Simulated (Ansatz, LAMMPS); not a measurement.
# Static equation of state of glassy 96GeO2-4K2O (mol %) (81 atoms)

Density of this cell: 3.82 g/cm³. The cell holds 81 atoms: 26 Ge, 2 K and 53 O. Cell: a = 11.086 Å, b = 10.329 Å, c = 10.704 Å, α = 91.6°, β = 88.0°, γ = 89.6°. The starting structure: 81 atoms (26 Ge, 2 K, 53 O) placed at random at 3.63 g/cm³, melted at 4000 K for 10 ps at fixed volume with the Morse and Coulomb pair potential with partial charges (Pedone, Malavasi, Menziani, Cormack and Segre, J. Phys. Chem. B 110, 11780 (2006)). Quenched from 4000 K to 300 K at 20 K/ps and fixed volume, held 10 ps at zero pressure.

Calculated with Ansatz 0.2.0: Kohn-Sham DFT, PBE, PAW (set soft_2), plane waves; cutoff 420 eV, Γ point, fixed occupations. Cell and atoms were relaxed first, to V0 = 15.117 Å³ an atom at a residual P0 = -0.020 GPa. The cell was then scaled evenly, and the atoms were relaxed at each volume.

| volume (Å³/atom) | pressure (GPa) |
| --- | --- |
| 13.606 | 4.452 |
| 14.210 | ? |
| 14.664 | 1.294 |
| 15.571 | -1.143 |
| 16.025 | -2.045 |

**Question.** Fit the third-order Birch–Murnaghan equation to the rows given and interpolate to the withheld row.

Worked fit:

Take the Eulerian strain f = ½[(V0/V)^(2/3) − 1] and the normalised pressure F = (P − P0) / [3f(1 + 2f)^(5/2)]. The third-order Birch–Murnaghan equation is then the line F = B0 + (3/2)B0(B′ − 4) f, so u = f and v = F.

```
      u = f  v = F (GPa)
  0.0363833      34.3777
  0.0102569      40.6049
-0.00975670      40.2899
 -0.0190506      39.0387
```

With n = 4: mean u = 0.00445825, mean v = 38.5778, Σ(u − ū)² = 0.0018076, Σ(u − ū)(v − v̄) = -0.15751. Slope b = -0.15751 / 0.0018076 = -87.138; intercept a = v̄ − b ū = 38.966.

So B0 = a = 39.0 GPa and B′ = 4 + 2b/(3a) = 2.51. At the withheld volume f = 0.02106, F = a + b f = 37.13 GPa, and P = P0 + 3f(1 + 2f)^(5/2) F.

Prediction at 14.210: 2.580 GPa. The run gave 2.526 GPa, so the fit is high by 0.054 GPa (2.1 % of the value).

The series isn't one smooth equation of state: even a line fitted to all rows, the withheld one included, misses F by up to 6.6 % and an atom moves over 0.5 Å in some relaxation. B0 and B′ are then only the numbers of this fit, not moduli of the material. Among the rows given, the largest miss of the fit is at 13.606, by 0.18 GPa (2.8 % of the range of the table).

Limits: Static cells at zero temperature; the cell shape is held. The program notes that the SCF threshold of these relaxations is loose for the stress. The quench rate of 20 K/ps is many orders above laboratory rates, so the cell is likely richer in defects and strain than a real sample. The network of bonds at the start is that of the classical potential that made the cell, and needn't be the one that DFT or experiment would give. Only the Γ point is sampled, in a cell whose shortest periodic width is 10 Å.

[Logs are printed without paths, hosts, clocks, repeated set-up lines and the standing remarks that a program may print on its own settings, such as how far it seeks lower states.]

[Hosts, paths, dates, database ids (printed as entryN), source tags and the programs' standing remarks are cut or masked in the printed files.]
